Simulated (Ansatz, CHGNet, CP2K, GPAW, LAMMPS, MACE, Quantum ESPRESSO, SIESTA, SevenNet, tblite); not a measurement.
# SIESTA on amorphous Si (114 atoms): settings against a plane-wave reference

How do the settings of SIESTA change the result for amorphous Si (114 atoms)? A plane-wave run serves as the yardstick.

Main program and level: SIESTA 5.4.2; the method is named at each step.

## Step 1: The starting structure

The cell holds 114 atoms: 114 Si. Cell: a = 13.280 Å, b = 13.280 Å, c = 13.280 Å, α = 90.0°, β = 90.0°, γ = 90.0°. 114 atoms (114 Si) placed at random at 2.27 g/cm³, melted at 3500 K for 10 ps at fixed volume with the Tersoff potential (Tersoff, Phys. Rev. B 39, 5566 (1989)). Quenched from 3500 K to 700 K at 10 K/ps and fixed volume, annealed at 1200 K for 20 ps, held 5 ps.

The yardstick, on the same geometry:

- method: Kohn-Sham DFT, PBE, SSSP efficiency 1.3.0 pseudopotentials, plane waves (Quantum ESPRESSO 7.5); sssp-pbe-1.3.0-efficiency, cutoffs 45/360 Ry, Γ point
- r.m.s. force component: 0.8128 eV/Å
- longest force: 3.968 eV/Å
- pressure: 0.7543 GPa
- time: 4.5 min on 4 MPI ranks of Arm Neoverse V2, shared host
- CPU time: 18 min

## Step 2: PBE, DZP, shift 0.01 Ry, mesh 300 Ry

Method: Kohn-Sham DFT, PBE, PseudoDojo 0.4.1 norm-conserving pseudopotentials (converted to PSML), numerical atomic orbitals (DZP), diagonalisation.

The .psml files are PseudoDojo norm-conserving potentials that we converted to this format, checked against plane waves on the same files for H, C, O, Si, Ge and Ca alone.

File input.fdf:

```
SystemLabel cell
NumberOfAtoms 114
NumberOfSpecies 1
%block ChemicalSpeciesLabel
  1 14 Si
%endblock ChemicalSpeciesLabel
LatticeConstant 1.0 Ang
%block LatticeVectors
  13.28010 0.00000 0.00000
  0.00000 13.28010 0.00000
  0.00000 0.00000 13.28010
%endblock LatticeVectors
PAO.BasisSize DZP
PAO.EnergyShift 0.01 Ry
XC.Functional GGA
XC.Authors PBE
MeshCutoff 300 Ry
%block kgrid_Monkhorst_Pack
  1 0 0 0.0
  0 1 0 0.0
  0 0 1 0.0
%endblock kgrid_Monkhorst_Pack
SolutionMethod diagon
OccupationFunction FD
ElectronicTemperature 580 K
SCF.Mixer.Method Pulay
SCF.Mixer.Weight 0.05
SCF.Mixer.History 8
SCF.Mix Hamiltonian
MaxSCFIterations 300
SCF.DM.Tolerance 1e-04
SCF.H.Tolerance 1.0e-3 eV
WriteForces T
Write.HirshfeldPop T
Write.VoronoiPop T
Write.DM F
Write.H F
XML.Write F
AtomicCoordinatesFormat Fractional
%block AtomicCoordinatesAndAtomicSpecies
  0.27271 0.45527 0.53575 1
  0.65663 0.82404 0.83841 1
  0.28044 0.28470 0.54529 1
  0.68500 0.36899 0.78863 1
  0.31388 0.48726 0.26038 1
  0.30605 0.13398 0.04851 1
  0.54733 0.54833 0.42920 1
  0.80753 0.00961 0.42012 1
  0.33360 0.61136 0.13283 1
  0.27329 0.00607 0.42592 1
  0.34828 0.90577 0.18817 1
  0.84802 0.34094 0.56586 1
  0.67982 0.59206 0.69285 1
  0.09659 0.42724 0.55374 1
  0.06306 0.54724 0.68574 1
  0.92123 0.12448 0.34078 1
  0.86481 0.62757 0.91300 1
  0.20791 0.17096 0.42061 1
  0.69556 0.72938 0.58116 1
  0.35845 0.55137 0.41212 1
  0.45202 0.23569 0.52462 1
  0.85181 0.62236 0.08458 1
  0.63891 0.42288 0.33733 1
  0.04639 0.07653 0.06183 1
  0.71649 0.73996 0.31224 1
  0.55154 0.50120 0.58959 1
  0.88905 0.75281 0.56004 1
  0.56509 0.73474 0.06295 1
  0.45168 0.03915 0.24477 1
  0.17575 0.63924 0.05761 1
  0.91976 0.10176 0.94897 1
  0.22986 0.22526 0.69826 1
  0.65896 0.45675 0.15560 1
  0.15568 0.21279 0.08226 1
  0.69617 0.10654 0.74388 1
  0.81131 0.99279 0.00140 1
  0.06117 0.93045 0.33458 1
  0.45480 0.78686 0.37452 1
  0.25671 0.77330 0.59441 1
  0.50999 0.06460 0.54133 1
  0.45079 0.96640 0.41547 1
  0.85641 0.92455 0.15657 1
  0.05285 0.77062 0.03976 1
  0.99969 0.76421 0.33941 1
  0.06921 0.70790 0.61482 1
  0.73661 0.92882 0.27675 1
  0.40102 0.03122 0.81285 1
  0.65873 0.17291 0.31677 1
  0.38140 0.73789 0.83334 1
  0.10876 0.67394 0.43203 1
  0.38440 0.52609 0.66045 1
  0.07450 0.50858 0.39427 1
  0.99628 0.28205 0.57908 1
  0.28619 0.72410 0.41791 1
  0.70243 0.22642 0.87601 1
  0.25603 0.04752 0.70885 1
[... 54 atom lines left out ...]
  0.85651 0.26712 0.96059 1
  0.63881 0.04135 0.03515 1
  0.62556 0.03781 0.21191 1
  0.22034 0.94236 0.57356 1
%endblock AtomicCoordinatesAndAtomicSpecies
```

Launch:

```bash
$ OMP_NUM_THREADS=1 mpirun -np 2 siesta < input.fdf > output.txt
```

Output:

```text
Version         : 5.4.2
reinit: System Name:
reinit: System Label: cell
initatom: Reading input for the pseudopotentials and atomic orbitals ----------
Species number:   1 Atomic number:   14 Label: Si
Ground state valence configuration (from tables):   3s02  3p02  3d00  4f00
---- Processing specs for species: Si
GGA--PBE XC_GGA_X_PBE--XC_GGA_C_PBE pb
Si pseudopotential only contains V_ls up to l=2 -- lmxkb reset.
Using PAO.SplitTailNorm
%block ChemicalSpeciesLabel
    1   14 Si                      # Species index, atomic number, species label
%endblock ChemicalSpeciesLabel
%block PAO.Basis                 # Define Basis set
Si                    2                    # Species label, number of l-shells
 n=3   0   2                         # n, l, Nzeta
   5.392      3.847
   1.000      1.000
 n=3   1   2 P   1                   # n, l, Nzeta, Polarization, NzetaPol
   6.844      4.952
   1.000      1.000
%endblock PAO.Basis
coor:   Atomic-coordinates input format  =     Fractional
siesta: System type = bulk
initatomlists: Number of atoms, orbitals, and projectors:    114  1482  2052
siesta: ******************** Simulation parameters ****************************
Total number of electrons:   456.000000
Total ionic charge:   456.000000
 Kpoints in:            1 . Kpoints trimmed:            1
siesta: k-grid: Number of k-points = 1
siesta: k-points from Monkhorst-Pack grid
siesta: k-cutoff (effective) =     6.640 Ang
siesta: k-point supercell and displacements
siesta: k-grid:     1     0     0      0.000
siesta: k-grid:     0     1     0      0.000
siesta: k-grid:     0     0     1      0.000
                     ====================================
                        Single-point calculation
                     ====================================
outcell: Unit cell vectors (Ang):
       13.280100    0.000000    0.000000
        0.000000   13.280100    0.000000
        0.000000    0.000000   13.280100
outcell: Cell vector modules (Ang)   :   13.280100   13.280100   13.280100
outcell: Cell angles (23,13,12) (deg):     90.0000     90.0000     90.0000
outcell: Cell volume (Ang**3)        :   2342.0925
Gamma-point calculation with multiply-connected orbital pairs
Gamma-point calculation with multiply-connected orbital pairs
Folding of H and S implicitly performed
Folding of H and S implicitly performed
new_DM -- step:     1
Initializing Density Matrix...
Attempting to read DM from file... Failed...
DM filled with atomic data:
InitMesh: MESH = 144 x 144 x 144 = 2985984
InitMesh: Mesh cutoff (required, used) =   300.000   324.956 Ry
stepf: Fermi-Dirac step function
        iscf     Eharris(eV)        E_KS(eV)     FreeEng(eV)     dDmax    Ef(eV) dHmax(eV)
   scf:    1   -13015.205485   -13079.197913   -13079.337692  1.699160 -4.391757  2.957661
   scf:    2   -13081.627593   -13080.558322   -13080.694589  0.014960 -4.405803  1.515445
   scf:    3   -13082.262003   -13081.584420   -13081.722735  0.015702 -4.414316  0.756069
   scf:    4   -13082.472147   -13082.096475   -13082.242630  0.007035 -4.403691  0.404797
   scf:    5   -13082.461981   -13082.306974   -13082.458085  0.005487 -4.390276  0.241034
   scf:    6   -13082.421461   -13082.370513   -13082.524014  0.003607 -4.379959  0.168556
   scf:    7   -13082.419724   -13082.397797   -13082.553130  0.003037 -4.371984  0.120430
   scf:    8   -13082.422963   -13082.412802   -13082.569334  0.003235 -4.362256  0.053767
   scf:    9   -13082.415922   -13082.414722   -13082.571790  0.001586 -4.359455  0.046904
   scf:   10   -13082.416632   -13082.415822   -13082.572895  0.000628 -4.357719  0.026119
   scf:   11   -13082.417612   -13082.416828   -13082.573939  0.001177 -4.355870  0.009564
   scf:   12   -13082.417086   -13082.416961   -13082.574077  0.000227 -4.355586  0.006946
   scf:   13   -13082.417318   -13082.417162   -13082.574304  0.000548 -4.354969  0.003534
   scf:   14   -13082.417194   -13082.417180   -13082.574348  0.000166 -4.354791  0.002019
   scf:   15   -13082.417183   -13082.417182   -13082.574368  0.000116 -4.354691  0.001497
   scf:   16   -13082.417231   -13082.417208   -13082.574390  0.000165 -4.354685  0.000952
   scf:   17   -13082.417223   -13082.417215   -13082.574393  0.000035 -4.354717  0.000645
SCF Convergence by DM+H criterion
max |DM_out - DM_in|         :     0.0000352812
max |H_out - H_in|      (eV) :     0.0006450578
SCF cycle converged after 17 iterations
Using DM_out to compute the final energy and forces
siesta: E_KS(eV) =           -13082.4172
siesta: E_KS - E_eggbox =    -13082.4172
siesta: Atomic forces (eV/Ang):
     1    0.215633    0.502190   -0.015110
     2   -0.600125   -0.624213    0.440639
     3    0.824921   -0.896286   -1.205630
     4    0.512388    0.470806   -1.212384
     5    1.132372   -0.636416   -0.823255
     6   -0.003916   -1.071998   -0.333049
     7   -0.620395   -0.030349   -1.511081
     8    0.631257   -0.703503   -0.236321
     9   -0.278183    0.966840    1.439128
    10    1.382627   -0.582903   -0.907799
    11    0.374184   -0.633170    0.298074
    12   -3.986167    0.932713    0.687540
[...]
110    0.067794   -0.356790   -1.001748
   111   -0.709589   -0.099309    0.552712
   112    0.430745    1.476820    0.600060
   113   -1.188281    0.467865   -0.846120
   114   -0.026224    0.055249    0.708934
----------------------------------------
   Tot   -0.000393   -0.000181    0.000963
----------------------------------------
   Max    3.986167
   Res    0.851241    sqrt( Sum f_i^2 / 3N )
----------------------------------------
   Max    3.986167    constrained
Stress tensor Voigt[x,y,z,yz,xz,xy] (kbar):      -19.60       -4.63      -15.08        9.95        3.67       -6.03
(Free)E + p*V (eV/cell)   -13063.4195
Target enthalpy (eV/cell)   -13082.5744
siesta: Program's energy decomposition (eV):
siesta: Ebs     =     -4349.189246
siesta: Eions   =     22107.980634
siesta: Ena     =      7048.671170
siesta: Ekin    =      4693.289484
siesta: Enl     =      1830.366042
siesta: DEna    =       203.485675
siesta: DUscf   =        15.834951
siesta: Ex      =     -4182.604079
siesta: Ec      =      -583.479825
siesta: Exc     =     -4766.083904
siesta: Eharris =    -13082.417223
siesta: Etot    =    -13082.417215
siesta: FreeEng =    -13082.574393
siesta: Final energy (eV):
siesta:  Band Struct. =   -4349.189246
siesta:       Kinetic =    4693.289484
siesta:       Hartree =    1091.732628
siesta:         Exch. =   -4182.604079
siesta:         Corr. =    -583.479825
siesta:   Exch.-corr. =   -4766.083904
siesta:  Ion-electron =   -6248.382591
siesta:       Ion-ion =   -7852.972833
siesta:         Total =  -13082.417215
siesta:         Fermi =      -4.354717
siesta: Stress tensor (static) (eV/Ang**3):
siesta:    -0.012234   -0.003761    0.002294
siesta:    -0.003761   -0.002892    0.006207
siesta:     0.002294    0.006207   -0.009409
siesta: Cell volume =       2342.092460 Ang**3
siesta: Pressure (static):
siesta:                Solid            Molecule  Units
siesta:           0.00008908          0.00016709  Ry/Bohr**3
siesta:           0.00817853          0.01534179  eV/Ang**3
siesta:          13.10345730         24.58026005  kBar
    Orbital volume contribution        =          86.238601 eV
    (Free)E + p_basis*V_orbitals       =      -12996.335792 eV
    (Free)Eharris+ p_basis*V_orbitals  =      -12996.335800 eV
Hirshfeld Atomic Populations:
Atom #   charge [q] valence [e]  Species
     1     0.002884    3.997116  Si
     2     0.000547    3.999453  Si
     3     0.004425    3.995575  Si
     4     0.015101    3.984899  Si
     5    -0.015864    4.015864  Si
     6    -0.014989    4.014989  Si
     7    -0.007397    4.007397  Si
     8     0.010656    3.989344  Si
     9    -0.000446    4.000446  Si
    10    -0.014477    4.014477  Si
    11    -0.016098    4.016098  Si
    12     0.014357    3.985643  Si
[...]
--------------------
 Total    -0.000004
Voronoi Atomic Populations:
Atom #   charge [q] valence [e]  Species
[...]
110    -0.010409    4.010409  Si
   111     0.008788    3.991212  Si
   112     0.000113    3.999887  Si
   113    -0.016770    4.016770  Si
   114    -0.002625    4.002625  Si
--------------------
 Total    -0.000004
```

It took 4.2 min on 2 MPI ranks of Arm Neoverse V2, shared host; peak memory 2.4 GiB.

Banners, paths, timers and routine set-up lines are dropped from the logs unmarked, and long logs keep their key lines alone; longer cuts are marked.

Compared with the plane-wave run:

```
r.m.s. force component                  : 0.8512 eV/Å
r.m.s. difference of force components   : 47.05 meV/Å
longest difference of force vectors     : 187.5 meV/Å
force difference over r.m.s. force      : 5.788 %
slope of forces against the reference's : 1.047
correlation of force components         : 0.9995
pressure                                : 1.31 GPa
pressure difference                     : 0.556 GPa
```

Local excerpt of 9 atoms (numbers count through the whole input) about Si64, picked at random; x, y, z are measured from there.

| atom | x | y | z | distance (Å) | bonds | Hirshfeld charge (e) | Fx | Fy | Fz (eV/Å) |
| --- | --- | --- | --- | --- | --- | --- | --- | --- | --- |
| Si64 | 0.00 | 0.00 | 0.00 | 0.00 | 4 | 0.00 | 0.10 | -0.46 | -0.04 |
| Si31 | -0.96 | 0.21 | 2.16 | 2.37 | 4 | -0.01 | 1.30 | 2.10 | -0.38 |
| Si105 | -1.86 | -1.10 | -0.97 | 2.37 | 4 | 0.00 | -0.64 | 0.00 | 0.09 |
| Si76 | 0.84 | 2.13 | -0.66 | 2.38 | 4 | 0.01 | -0.01 | -0.74 | 0.22 |
| Si62 | 1.82 | -1.53 | 0.46 | 2.42 | 4 | 0.00 | -0.04 | 0.88 | -0.73 |
| Si104 | -0.01 | 3.36 | 1.14 | 3.55 | 4 | 0.02 | 0.74 | 1.40 | 0.31 |
| Si100 | -2.35 | -2.56 | 0.88 | 3.59 | 4 | 0.00 | 0.07 | 1.07 | -0.27 |
| Si56 | 3.51 | -0.51 | -1.03 | 3.69 | 4 | 0.01 | -0.12 | -0.19 | 1.15 |
| Si24 | 0.73 | -0.12 | 3.65 | 3.73 | 4 | 0.00 | 0.48 | 0.47 | 0.26 |

Forces lie 5.8 % from the reference's, at 0.47 times its CPU time (on 2 against 4 cores).

## Step 3: PBE, SZ, shift 0.01 Ry, mesh 300 Ry

Method: Kohn-Sham DFT, PBE, PseudoDojo 0.4.1 norm-conserving pseudopotentials (converted to PSML), numerical atomic orbitals (SZ), diagonalisation.

input.fdf, as its differences from that of step 2:

```diff
@@ -12,3 +12,3 @@
 %endblock LatticeVectors
-PAO.BasisSize DZP
+PAO.BasisSize SZ
 PAO.EnergyShift 0.01 Ry
```

Launch:

```bash
$ OMP_NUM_THREADS=1 siesta < input.fdf > output.txt
```

Output:

```text
Version         : 5.4.2
reinit: System Name:
reinit: System Label: cell
initatom: Reading input for the pseudopotentials and atomic orbitals ----------
Species number:   1 Atomic number:   14 Label: Si
Ground state valence configuration (from tables):   3s02  3p02  3d00  4f00
---- Processing specs for species: Si
GGA--PBE XC_GGA_X_PBE--XC_GGA_C_PBE pb
Using PAO.SplitTailNorm
[... lines left out ...]
        iscf     Eharris(eV)        E_KS(eV)     FreeEng(eV)     dDmax    Ef(eV) dHmax(eV)
[... lines left out ...]
SCF Convergence by DM+H criterion
[... lines left out ...]
SCF cycle converged after 17 iterations
[... lines left out ...]
   Max    5.233170
[... lines left out ...]
   Max    5.233170    constrained
Stress tensor Voigt[x,y,z,yz,xz,xy] (kbar):     -117.94      -95.92     -107.50       10.64        4.63       -5.24
[... lines left out ...]
siesta: FreeEng =    -12987.359201
[... lines left out ...]
siesta:         Fermi =      -3.952292
[... lines left out ...]
siesta:     0.002888    0.006640   -0.067097
siesta: Cell volume =       2342.092460 Ang**3
siesta: Pressure (static):
siesta:                Solid            Molecule  Units
siesta:           0.00072818          0.00080567  Ry/Bohr**3
siesta:           0.06685867          0.07397315  eV/Ang**3
siesta:         107.11940360        118.51805266  kBar
    Orbital volume contribution        =          42.166580 eV
    (Free)E + p_basis*V_orbitals       =      -12945.192621 eV
    (Free)Eharris+ p_basis*V_orbitals  =      -12945.192627 eV
Hirshfeld Atomic Populations:
Atom #   charge [q] valence [e]  Species
     1    -0.002258    4.002258  Si
     2    -0.001918    4.001918  Si
     3     0.018785    3.981215  Si
[...]
--------------------
 Total    -0.000002
Voronoi Atomic Populations:
Atom #   charge [q] valence [e]  Species
[...]
113    -0.007543    4.007543  Si
   114     0.007459    3.992541  Si
--------------------
 Total    -0.000003
```

Wall time 2 min (1 thread); peak memory 0.99 GiB.

Compared with the plane-wave run:

```yaml
r_m_s_force_component: 1.207 eV/Å
r_m_s_difference_of_force_components: 456.8 meV/Å
longest_difference_of_force_vectors: 1608 meV/Å
force_difference_over_r_m_s_force: 56.19 %
slope_of_forces_against_the_reference_s: 1.444
correlation_of_force_components: 0.9728
pressure: 10.71 GPa
pressure_difference: 9.958 GPa
```

This is a coarse setting, run to see what it loses.

Against the first run (5.8 %), the force difference from the reference is 56 %, at 0.23 times the CPU time (on 1 against 2 cores), with 456 basis functions against 1482: the smaller basis costs accuracy.

(Continued in part 2 of 2.)

[Also dropped from logs without a mark: logging warnings of Python, and SIESTA's first energy breakdown and zero terms.]

[Logs are printed without paths, hosts, clocks, repeated set-up lines and the standing remarks that a program may print on its own settings, such as how far it seeks lower states.]

[Hosts, paths, dates, database ids (printed as entryN), source tags and the programs' standing remarks are cut or masked in the printed files.]
